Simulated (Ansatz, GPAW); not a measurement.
# Work function of a 9-layer slab of Pt(100) at several levels

How far do functional and basis move the work function of a 9-layer slab of Pt(100)?

Calculated with GPAW 26.7.0 and Ansatz 0.2.0; Ansatz plane waves; slab in vacuum with a dipole correction, relaxation, in the first sound run; inputs show where later runs differ.

This is a report of a sequence of runs, with most program output left out.

## 1. Starting point

The cell holds 9 atoms: 9 Pt. Cell: a = 2.772 Å, b = 2.772 Å, c = 29.680 Å, α = 90.0°, β = 90.0°, γ = 90.0°. Vacuum lies along c.

## 2. Relaxation

Forces are removed first; all later runs use this geometry. The lowest 4 atoms are held at bulk positions and keep their forces.

input.yaml reads:

```yaml
crystal:
  lattice:
    - [2.7718585823, 0.0, 0.0]
    - [0.0, 2.7718585823, 0.0]
    - [0.0, 0.0, 29.68]
  atoms:
    - { symbol: Pt, position: [0.0, 0.0, 0.2358490566] }
    - { symbol: Pt, position: [0.5, 0.5, 0.3018867925] }
    - { symbol: Pt, position: [0.0, 0.0, 0.3679245283] }
    - { symbol: Pt, position: [0.5, 0.5, 0.4339622642] }
    - { symbol: Pt, position: [0.0, 0.0, 0.5] }
    - { symbol: Pt, position: [0.5, 0.5, 0.5660377358] }
    - { symbol: Pt, position: [0.0, 0.0, 0.6320754717] }
    - { symbol: Pt, position: [0.5, 0.5, 0.6981132075] }
    - { symbol: Pt, position: [0.0, 0.0, 0.7641509434] }
kpoints:
  mp_grid: { grid: [11, 11, 1] }
hamiltonian:
  xc: pbe
scf:
  occupations: { method: fermi_dirac, width: 0.1 }
efield:
  axis: 3
  dipole_correction: true
  ramp_width: 0.05
relax:
  f_tol: 0.02
  max_steps: 60
  constraints: [{ sites: [0, 1, 2, 3] }]
output:
  write_potential: true
  write_density: true
  volumetric_format: npy
```

On the command line:

```
$ ansatz run input.yaml --threads 4 --pin off --max-ram 8192MiB --backend cpu --events-out ev --progress --plain --runs-dir out
```

Run time: 50 s. Hardware: 4 threads of Arm Neoverse V1, shared host; peak memory 0.9 GiB.

Step by step:

```csv
step,energy less that of the first step (eV),largest force component (eV/Å)
1,0.0000,0.3179
2,-0.0557,0.1072
3,-0.0602,0.0185
4,-0.0602,0.0185
```

Forces are held to the 8 operations that the run works with; a distortion that breaks them can't arise in this run.

The atoms that moved most (Å):

```csv
atom,dx,dy,dz,length
Pt9,0.000,0.000,0.251,0.251
Pt8,0.000,0.000,0.246,0.246
Pt7,0.000,0.000,0.194,0.194
Pt6,0.000,0.000,0.133,0.133
Pt5,0.000,0.000,0.068,0.068
```

Final coordinates:

```
Pt
1.0
     2.77186    0.00000    0.00000
     0.00000    2.77186    0.00000
     0.00000    0.00000   29.68000
Pt
9
Direct
  0.00000 0.00000 0.23585
  0.50000 0.50000 0.30189
  0.00000 0.00000 0.36792
  0.50000 0.50000 0.43396
  0.00000 0.00000 0.50230
  0.50000 0.50000 0.57051
  0.00000 0.00000 0.63860
  0.50000 0.50000 0.70639
  0.00000 0.00000 0.77259
```

This step gave:

* free energy: -112705.5870 eV
* smearing term TS: 0.5342 eV
* symmetry operations: 8
* upper work function: 5.691 eV
* lower work function: 5.681 eV
* dipole along the normal: -4.47e-4 e·Å
* dipole field: -3.55e-4 V/Å
* vacuum level above: 17.27 eV
* vacuum level below: 17.25 eV

The electrostatic potential energy of an electron (with the applied field's), less the Fermi level, planar mean oscillates, so the rows of the table below give means over windows of 1.93 Å about each position, cut where the curve ends. Its maxima inside the range that stand out by 2 % of the span (Å: eV): 8.0: -2.82, 9.9: -3.07, 11.9: -3.09, 13.9: -2.24, 15.9: -2.19, 18.0: -2.19, 19.9: -2.60, 22.0: -2.64. Its minima: 7.0: -20.0, 8.9: -20.3, 11.0: -20.4, 12.9: -20.4, 14.8: -20.2, 16.9: -20.4, 19.0: -20.4, 20.9: -20.3, 22.9: -19.8.

The electrostatic potential energy of an electron (with the applied field's), less the Fermi level, planar mean by z; means over each step:

```csv
z (Å),"electrostatic potential energy of an electron (with the applied field's), less the Fermi level, planar mean (eV)"
0.96,5.68
2.90,5.68
4.83,5.27
6.76,-10.6
8.69,-12.2
10.62,-12.4
12.55,-12.3
14.48,-11.7
16.41,-11.6
18.34,-11.5
20.27,-11.6
22.20,-11.8
24.13,-0.470
26.06,5.66
27.99,5.69
```

The valence density, planar mean oscillates, so the rows of the table below give means over windows of 1.93 Å about each position, cut where the curve ends. Its maxima inside the range that stand out by 2 % of the span (Å: e/Å³): 7.0: 2.03, 8.9: 2.05, 11.0: 2.05, 12.9: 2.06, 14.8: 2.03, 16.9: 2.06, 19.0: 2.05, 20.9: 2.06, 22.9: 2.01. Its minima: 8.0: 0.446, 9.9: 0.444, 11.9: 0.446, 13.9: 0.405, 15.9: 0.404, 18.0: 0.404, 20.0: 0.421, 22.0: 0.442.

The valence density, planar mean by z; means over each step:

```csv
z (Å),"valence density, planar mean (e/Å³)"
2.90,8.1e-5
4.83,0.0187
6.76,1.13
8.69,1.20
10.62,1.20
12.55,1.20
14.48,1.17
16.41,1.16
18.34,1.15
20.27,1.15
22.20,1.18
24.13,0.377
26.06,0.00125
27.99,5.8e-6
```

The relaxation lowered the energy of the cell by 0.0602 eV.

## 3. Plane waves, PBE

The work function is the vacuum plateau of the electrostatic potential less the Fermi level; a dipole layer lets the two faces have plateaus of their own.

This step: GPAW, PAW setups; slab in vacuum (GPAW 26.7.0).

run.py reads:

```python
import json
import numpy as np
from ase import Atoms
from gpaw import GPAW, PW

slab = Atoms(
    ['Pt', 'Pt', 'Pt', 'Pt', 'Pt', 'Pt', 'Pt', 'Pt', 'Pt'],
    positions=[
        [0.00000, 0.00000, 7.00000],
        [1.38593, 1.38593, 8.96000],
        [0.00000, 0.00000, 10.92000],
        [1.38593, 1.38593, 12.88000],
        [-0.00000, 0.00000, 14.90815],
        [1.38593, 1.38593, 16.93270],
        [-0.00000, 0.00000, 18.95353],
        [1.38593, 1.38593, 20.96565],
        [-0.00000, 0.00000, 22.93055]],
    cell=[[2.77186, 0.0, 0.0], [0.0, 2.77186, 0.0], [0.0, 0.0, 29.68]],
    pbc=[True, True, False])

slab.calc = GPAW(mode=PW(400), xc='PBE', kpts={'size': (11, 11, 1), 'gamma': True},
                 occupations={'name': 'fermi-dirac', 'width': 0.1}, nbands='160%',
                 convergence={'density': 1e-05}, maxiter=200,
                 poissonsolver={'dipolelayer': 'xy'},
                 symmetry={'tolerance': 1e-3}, txt='slab.txt')
result = {}
energy = slab.get_potential_energy()
fermi = slab.calc.get_fermi_level()
v = slab.calc.get_electrostatic_potential().mean((0, 1)) - fermi
n = slab.calc.get_pseudo_density().mean((0, 1))
L = slab.cell[2, 2]
z = np.arange(len(v)) * L / len(v)
low, high = slab.positions[:, 2].min(), slab.positions[:, 2].max()
below, above = np.interp([low - 4.8, high + 4.8], z, v)
slopes = [np.interp(x, z, np.gradient(v, z)) for x in (low - 4.8, high + 4.8)]
eps = np.array([[slab.calc.get_eigenvalues(k, s) for k in range(len(slab.calc.get_ibz_k_points()))]
                for s in range(slab.calc.get_number_of_spins())]) - fermi
top, bottom = eps[eps < 0].max(), eps[eps > 0].min()
dipole = slab.get_dipole_moment()[2]
print(f'energy {energy:.4f} eV, Fermi level {fermi:.4f} eV, dipole {dipole:.5f} e A')
print(f'potential 4.8 A off the faces, from the Fermi level: lower {below:.4f} eV, upper {above:.4f} eV')
print(f'slope of the potential there: lower {slopes[0]:.5f}, upper {slopes[1]:.5f} eV/A')
print(f'nearest levels on the mesh: {top:.4f} and {bottom:.4f} eV')
print('magnetic moment', round(slab.get_magnetic_moment(), 3))
result.update(energy=energy, fermi=fermi, dipole=dipole, below=below, above=above, slopes=slopes, edges=[top, bottom],
              z=z.tolist(), v=v.tolist(), n=n.tolist(), positions=slab.positions.tolist(),
              forces=slab.get_forces(apply_constraint=False).tolist(), moments=slab.get_magnetic_moments().tolist())
json.dump(result, open('result.json', 'w'))
```

On the command line:

```
$ OMP_NUM_THREADS=1 OPENBLAS_NUM_THREADS=1 python run.py
```

Elapsed: 21 min, on 1 thread; peak memory 0.38 GiB.

This step gave:

```yaml
dipole_along_the_normal: -3.63e-4 e·Å
levels_nearest_the_fermi_level_on_the_mesh: -7.43e-4, 0.006186 eV from the Fermi level
upper_work_function: 5.656 eV
lower_work_function: 5.648 eV
```

The electrostatic potential energy of an electron (without an applied field's), less the Fermi level, planar mean oscillates, so the rows of the table below give means over windows of 2.01 Å about each position, cut where the curve ends. Its maxima inside the range that stand out by 2 % of the span (Å: eV): 8.0: -2.54, 10.0: -2.89, 11.9: -2.87, 13.9: -1.98, 15.9: -2.00, 17.9: -2.08, 19.9: -2.22, 21.9: -2.45. Its minima: 7.0: -22.5, 9.0: -22.8, 10.9: -23.0, 12.9: -22.7, 14.9: -22.7, 17.0: -22.8, 19.0: -22.9, 21.0: -22.9, 22.9: -22.4.

Electrostatic potential energy of an electron (without an applied field's), less the Fermi level, planar mean against z; means over each step:

```csv
z (Å),"electrostatic potential energy of an electron (without an applied field's), less the Fermi level, planar mean (eV)"
1.00,5.65
3.01,5.64
5.02,4.87
7.03,-10.9
9.04,-11.9
11.05,-12.0
13.06,-11.7
15.07,-11.6
17.08,-11.6
19.09,-11.7
21.10,-11.7
23.11,-10.4
25.12,5.23
27.13,5.65
29.14,5.66
```

The pseudo valence density, planar mean oscillates, so the rows of the table below give means over windows of 1.91 Å about each position, cut where the curve ends. Its maxima inside the range that stand out by 2 % of the span (Å: e/Å³): 7.0: 2.10, 8.9: 2.08, 11.0: 2.01, 12.9: 2.08, 14.8: 2.06, 17.0: 2.10, 18.9: 2.04, 21.0: 2.11, 22.9: 2.08. Its minima: 8.1: 0.432, 10.0: 0.427, 11.9: 0.427, 14.0: 0.399, 15.9: 0.389, 18.0: 0.398, 19.9: 0.398, 21.8: 0.437.

Table of pseudo valence density, planar mean by z; means over each step:

z (Å), pseudo valence density, planar mean (e/Å³) and a bar:
```
     2.86       0.00 
     4.77       0.02 
     6.68       0.99 ############################
     8.59       1.07 ##############################
    10.50       1.07 ##############################
    12.41       1.07 ##############################
    14.32       1.03 #############################
    16.23       1.01 ############################
    18.14       0.99 ############################
    20.05       0.99 ############################
    21.96       1.03 #############################
    23.87       0.56 ################
    25.78       0.00 
    27.69       0.00
```

Force by atom:

```csv
atom,x (eV/Å),y (eV/Å),z (eV/Å),size
Pt1,0.000,0.000,-0.087,0.087
Pt2,0.000,0.000,-0.295,0.295
Pt3,0.000,0.000,-0.051,0.051
Pt4,0.000,0.000,0.437,0.437
Pt5,0.000,0.000,0.004,0.004
Pt6,0.000,0.000,0.000,0.000
Pt7,0.000,0.000,-0.002,0.002
Pt8,0.000,0.000,-0.026,0.026
Pt9,0.000,0.000,0.018,0.018
```

The potential is flat to 3.4e-4 eV/Å where it is read, so the vacuum is wide enough. The geometry is the other program's minimum; here the largest force on a free atom is 0.026 eV/Å.

## 4. Self-consistent run: xc = "RPBE"

The same geometry under RPBE, to see how far the functional moves the levels against the vacuum.

run.py: that of step 3 with these lines changed.

```diff
@@ -20,3 +20,3 @@
 
-slab.calc = GPAW(mode=PW(400), xc='PBE', kpts={'size': (11, 11, 1), 'gamma': True},
+slab.calc = GPAW(mode=PW(400), xc='RPBE', kpts={'size': (11, 11, 1), 'gamma': True},
                  occupations={'name': 'fermi-dirac', 'width': 0.1}, nbands='160%',
```

Wall time 29 min (1 thread); peak memory 0.38 GiB.

This step gave:

| Property | Result |
| --- | --- |
| dipole along the normal | -3.61e-4 e·Å |
| levels nearest the Fermi level on the mesh | -0.004083, 3.88e-4 eV from the Fermi level |
| upper work function | 5.490 eV |
| lower work function | 5.482 eV |

The electrostatic potential energy of an electron (without an applied field's), less the Fermi level, planar mean oscillates, so the rows of the table below give means over windows of 2.01 Å about each position, cut where the curve ends. Its maxima inside the range that stand out by 2 % of the span (Å: eV): 8.0: -2.64, 10.0: -2.98, 11.9: -2.97, 13.9: -2.07, 15.9: -2.09, 17.9: -2.18, 19.9: -2.31, 21.9: -2.55. Its minima: 7.0: -22.5, 9.0: -22.8, 10.9: -23.1, 12.9: -22.8, 14.9: -22.8, 17.0: -22.9, 19.0: -22.9, 21.0: -22.9, 22.9: -22.5.

Electrostatic potential energy of an electron (without an applied field's), less the Fermi level, planar mean against z; means over each step:

```csv
z (Å),"electrostatic potential energy of an electron (without an applied field's), less the Fermi level, planar mean (eV)"
1.00,5.48
3.01,5.48
5.02,4.70
7.03,-11.0
9.04,-12.0
11.05,-12.0
13.06,-11.8
15.07,-11.6
17.08,-11.7
19.09,-11.7
21.10,-11.8
23.11,-10.4
25.12,5.07
27.13,5.49
29.14,5.49
```

The pseudo valence density, planar mean oscillates, so the rows of the table below give means over windows of 1.91 Å about each position, cut where the curve ends. Its maxima inside the range that stand out by 2 % of the span (Å: e/Å³): 7.0: 2.10, 8.9: 2.09, 11.0: 2.01, 12.9: 2.09, 14.8: 2.07, 17.0: 2.10, 18.9: 2.04, 21.0: 2.11, 22.9: 2.09. Its minima: 8.1: 0.431, 10.0: 0.426, 11.9: 0.426, 14.0: 0.398, 15.9: 0.388, 18.0: 0.397, 19.9: 0.397, 21.8: 0.436.

Table of pseudo valence density, planar mean by z; means over each step:

```csv
z (Å),"pseudo valence density, planar mean (e/Å³)"
2.86,8.1e-5
4.77,0.0158
6.68,0.987
8.59,1.07
10.50,1.07
12.41,1.07
14.32,1.03
16.23,1.01
18.14,0.991
20.05,0.987
21.96,1.03
23.87,0.556
25.78,0.00266
27.69,1.5e-5
```

Force by atom:

```csv
atom,x (eV/Å),y (eV/Å),z (eV/Å),size
Pt1,0.000,0.000,-0.326,0.326
Pt2,0.000,0.000,-0.285,0.285
Pt3,0.000,0.000,-0.049,0.049
Pt4,0.000,0.000,0.452,0.452
Pt5,0.000,0.000,0.003,0.003
Pt6,0.000,0.000,0.000,0.000
Pt7,0.000,0.000,-0.005,0.005
Pt8,0.000,0.000,-0.045,0.045
Pt9,0.000,0.000,0.257,0.257
```

The upper face's work function is 5.490 eV, against 5.656 eV in the first plane-wave PBE run at this geometry.

## 5. Self-consistent run: xc = "vdW-DF2"

The same geometry under vdW-DF2, to see how far the functional moves the levels against the vacuum (the van der Waals functionals take revPBE setups).

run.py: that of step 4 with these lines changed.

```diff
@@ -20,3 +20,3 @@
 
-slab.calc = GPAW(mode=PW(400), xc='RPBE', kpts={'size': (11, 11, 1), 'gamma': True},
+slab.calc = GPAW(mode=PW(400), xc='vdW-DF2', kpts={'size': (11, 11, 1), 'gamma': True},
                  occupations={'name': 'fermi-dirac', 'width': 0.1}, nbands='160%',
```

It took 42 min on 1 thread; peak memory 0.51 GiB.

Numbers from this step:

| Quantity | Value |
| --- | --- |
| dipole along the normal | -4.04e-4 e·Å |
| levels nearest the Fermi level on the mesh | -0.002185, 0.004929 eV from the Fermi level |
| upper work function | 5.937 eV |
| lower work function | 5.927 eV |

The electrostatic potential energy of an electron (without an applied field's), less the Fermi level, planar mean oscillates, so the rows of the table below give means over windows of 2.01 Å about each position, cut where the curve ends. Its maxima inside the range that stand out by 2 % of the span (Å: eV): 8.0: -2.94, 10.0: -3.26, 11.9: -3.25, 13.9: -2.36, 15.9: -2.38, 17.9: -2.46, 19.9: -2.59, 21.9: -2.84. Its minima: 7.0: -22.6, 9.0: -23.0, 10.9: -23.2, 12.9: -22.9, 14.9: -22.9, 17.0: -23.0, 19.0: -23.0, 21.0: -23.0, 22.9: -22.6.

Table of electrostatic potential energy of an electron (without an applied field's), less the Fermi level, planar mean by z; means over each step:

```csv
z (Å),"electrostatic potential energy of an electron (without an applied field's), less the Fermi level, planar mean (eV)"
1.00,5.93
3.01,5.92
5.02,5.04
7.03,-11.2
9.04,-12.2
11.05,-12.2
13.06,-12.0
15.07,-11.8
17.08,-11.9
19.09,-11.9
21.10,-12.0
23.11,-10.5
25.12,5.44
27.13,5.93
29.14,5.94
```

The upper face's work function is 5.937 eV, against 5.656 eV in the first plane-wave PBE run at this geometry.

## 6. OptPBE vdW: xc = "optPBE-vdW"

The same geometry under optPBE-vdW, to see how far the functional moves the levels against the vacuum (the van der Waals functionals take revPBE setups).

run.py: that of step 5 with these lines changed.

```diff
@@ -20,3 +20,3 @@
 
-slab.calc = GPAW(mode=PW(400), xc='vdW-DF2', kpts={'size': (11, 11, 1), 'gamma': True},
+slab.calc = GPAW(mode=PW(400), xc='optPBE-vdW', kpts={'size': (11, 11, 1), 'gamma': True},
                  occupations={'name': 'fermi-dirac', 'width': 0.1}, nbands='160%',
```

It took 20 min on 1 thread; peak memory 0.51 GiB.

Numbers from this step:

| Item | Value |
| --- | --- |
| dipole along the normal | -3.81e-4 e·Å |
| levels nearest the Fermi level on the mesh | -0.008611, 0.001289 eV from the Fermi level |
| upper work function | 5.805 eV |
| lower work function | 5.795 eV |

The upper face's work function is 5.805 eV, against 5.656 eV in the first plane-wave PBE run at this geometry.

## 7. Self-consistent run: xc = "LDA"

The same geometry under LDA, to see how far the functional moves the levels against the vacuum.

run.py: that of step 6 with these lines changed.

```diff
@@ -20,3 +20,3 @@
 
-slab.calc = GPAW(mode=PW(400), xc='optPBE-vdW', kpts={'size': (11, 11, 1), 'gamma': True},
+slab.calc = GPAW(mode=PW(400), xc='LDA', kpts={'size': (11, 11, 1), 'gamma': True},
                  occupations={'name': 'fermi-dirac', 'width': 0.1}, nbands='160%',
```

Wall time 20 min (1 thread); peak memory 0.38 GiB.

Numbers from this step:

```yaml
dipole_along_the_normal: -3.09e-4 e·Å
levels_nearest_the_fermi_level_on_the_mesh: -0.001261, 0.006430 eV from the Fermi level
upper_work_function: 6.042 eV
lower_work_function: 6.034 eV
```

The upper face's work function is 6.042 eV, against 5.656 eV in the first plane-wave PBE run at this geometry.

## 8. Self-consistent run: xc = "revPBE"

The same geometry under revPBE, to see how far the functional moves the levels against the vacuum.

run.py: that of step 7 with these lines changed.

```diff
@@ -20,3 +20,3 @@
 
-slab.calc = GPAW(mode=PW(400), xc='LDA', kpts={'size': (11, 11, 1), 'gamma': True},
+slab.calc = GPAW(mode=PW(400), xc='revPBE', kpts={'size': (11, 11, 1), 'gamma': True},
                  occupations={'name': 'fermi-dirac', 'width': 0.1}, nbands='160%',
```

Wall time 33 min (1 thread); peak memory 0.38 GiB.

Numbers from this step:

```
dipole along the normal                    : -3.45e-4 e·Å
levels nearest the Fermi level on the mesh : -0.003809, 4.87e-5 eV from the Fermi level
upper work function                        : 5.511 eV
lower work function                        : 5.502 eV
```

The upper face's work function is 5.511 eV, against 5.656 eV in the first plane-wave PBE run at this geometry.

## 9. The ladder

Times are for 1 thread of Arm Neoverse V1, shared host. The runs compared:

```csv
no.,run,upper work function (eV),lower work function (eV),time,memory (GiB)
1,pw,5.656,5.648,21 min,0.38
2,RPBE,5.490,5.482,29 min,0.38
3,vdW DF2,5.937,5.927,42 min,0.51
4,optPBE vdW,5.805,5.795,20 min,0.51
5,LDA,6.042,6.034,20 min,0.38
6,revPBE,5.511,5.502,33 min,0.38
```

## 10. Real-space grid

A real-space grid is a second complete basis, so it checks the plane-wave result.

run.py: that of step 8 with these lines changed.

```diff
@@ -3,3 +3,3 @@
 from ase import Atoms
-from gpaw import GPAW, PW
+from gpaw import GPAW
 
@@ -20,3 +20,3 @@
 
-slab.calc = GPAW(mode=PW(400), xc='revPBE', kpts={'size': (11, 11, 1), 'gamma': True},
+slab.calc = GPAW(mode='fd', h=0.18, xc='PBE', kpts={'size': (11, 11, 1), 'gamma': True},
                  occupations={'name': 'fermi-dirac', 'width': 0.1}, nbands='160%',
```

It took 1.8 h on 1 thread; peak memory 2.4 GiB.

The run was cut off at its time limit.

(Part 1 of 2 ends here.)

[Logs are printed without paths, hosts, clocks, repeated set-up lines and the standing remarks that a program may print on its own settings, such as how far it seeks lower states.]

[Hosts, paths, dates, database ids (printed as entryN), source tags and the programs' standing remarks are cut or masked in the printed files.]
